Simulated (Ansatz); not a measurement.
Two G0W0 runs on VBiO4 (I4_1/a).

```xyz
12
Lattice="-2.5611 2.5611 5.7961 2.5611 -2.5611 5.7961 2.5611 2.5611 -5.7961" Properties=species:S:1:pos:R:3 pbc="T T T"
V     0.0000    0.0000    5.7961
V     2.5611    0.0000    2.8980
Bi    0.0000    0.0000    0.0000
Bi    0.0000    2.5611    2.8980
O     3.2834    1.2804   -0.9172
O     3.8417    0.7224    1.9808
O     1.2804   -0.7224    1.9808
O    -0.7224    1.2806    4.8788
O     3.2834   -1.2806    3.8153
O     1.2806    0.7224    6.7133
O     1.8387    1.2806    3.8153
O     1.2804    1.8387    0.9172
```

The cell and positions are those that the Materials Project relaxed with its own functionals (PBE, PBE+U or r2SCAN), kept fixed. Spin-orbit coupling is left out unless a run names it.

The first (Ansatz 0.2.0; start PBE with 20 % exact exchange, 4×4×4 mesh, 634 empty bands, screening to 150 eV, PAW set soft_1 files; 1 × NVIDIA H100 80GB HBM3 (shared by 6 runs) with 3 threads of AMD EPYC 7R13 (Zen 3), shared host) gave, on its mesh: starting gap 3.67 eV, G0W0 gap 3.87 eV, RPA ε∞ (mean) 5.06, 2.9 min.

Question: The second changes start from PBE with 20 % exact exchange to PBE+U(V-d,8). What does it give?

It gave: starting gap 2.67 eV, G0W0 gap 3.07 eV, RPA ε∞ (mean) 6.35, 2.5 min. The G0W0 gap moves by −0.80 eV, −1.01 eV from the start and +0.21 eV from the correction. Σc changes by +0.49 eV at the valence top and −0.58 eV at the conduction bottom, and Σx − Vxc between them by +1.28 eV.

Limits: not at the basis limit; no spin polarisation; d states lean on the start; no spin-orbit coupling.

[Paths, hosts, dates, memory and timing lines, banners, echoed tables and standing remarks are left out of the program output.]

[Logs are printed without paths, hosts, clocks, repeated set-up lines and the standing remarks that a program may print on its own settings, such as how far it seeks lower states.]

[Runs of the session that timed out or met a known fault of the program may be left out.]

[Cells called generated may have been cut or substituted from an entry of the Crystallography Open Database or the Materials Project.]

[Hosts, paths, dates, database ids (printed as entryN), source tags and the programs' standing remarks are cut or masked in the printed files.]
